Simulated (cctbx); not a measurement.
# Lattice, Laue class and space group of a new crystal

Cell: a = 8.0220 Å, b = 8.0220 Å, c = 7.3430 Å, α = 90.00°, β = 90.00°, γ = 120.00°. Expected content of the cell: I6 Zn2 Ca1.

Simulated single-crystal data (cctbx): Ga Kα, λ = 1.3414 Å, to d = 0.83 Å, 95 % of the full sphere, strongest reflection 20000 counts, noise from counting, a 6 % proportional error and a noise floor of 4 counts (s.d.); no absorption, some extinction.

Tests on the unmerged data give:

```text
2824 reflections to d = 0.835 A
centring   violations  <I/sigma> of those
    A       1058 of  1383      8.7
    B       1074 of  1394      8.7
    C       1090 of  1409      8.8
    I       1070 of  1386      8.7
    R       1440 of  1908      8.6
    F       1611 of  2093      8.7
Laue class    unique    Rint  (classes that these axes allow; Friedel mates merged)
P -1             1476   0.034
P 1 1 2/m         806   0.148
P -3              498   0.044
P -3 1 m          285   0.047
P -3 m 1          309   0.150
P 6/m             274   0.151
P 6/m m m         185   0.152
space group    extra absences  I>4sigma  <I/sigma>
P 3 1 2                 0          0         -  acentric
P 3 1 m                 0          0         -  acentric
P -3 1 m                0          0         -  centric
Wilson B = 0.21 A^2   <|E^2-1|> = 1.173 (0.968 centric, 0.736 acentric)   E^2>4: 4.3 %
shell (A)         n   <I/sigma>
 7.34 - 1.66     45     27.1
 1.66 - 1.32     34     28.4
 1.32 - 1.16     39     24.8
 1.16 - 1.05     29     27.5
 1.05 - 0.98     35     26.0
 0.98 - 0.92     35     26.9
 0.92 - 0.87     37     24.8
 0.87 - 0.83     31     26.1
```

**Question.** What are the lattice type, the Laue class and the likely space group?

Every centring test has many violations, so the lattice is primitive.

Rint stays low (0.034 to 0.047) up to P -3 1 m and is 0.148 or more in the other classes.

3 settings pass the absence test. No glide or screw absences show, which leaves P 3 1 2, P 3 1 m and P -3 1 m.

⟨|E²−1|⟩ = 1.173 is above even the centric ideal, a mark of pseudo-translation (a class of systematically weak reflections). The Wilson B of 0.21 Å² means U ≈ 0.0027 Å².

The true group is P-31m (no. 162), Laue class -3m, centrosymmetric. The tables only narrow the choice to the tied entries; cell content, site symmetry and trial solutions must settle it.

The crystal is twinned by the law (0 1 0 1 0 0 0 0 -1) with a minor fraction of 0.12; Rint in the higher class falls towards the noise as the fraction nears 1/2.

This is a model crystal, built by substitution and not relaxed, with assumed displacement parameters.

[Logs are printed without paths, hosts, clocks, repeated set-up lines and the standing remarks that a program may print on its own settings, such as how far it seeks lower states.]
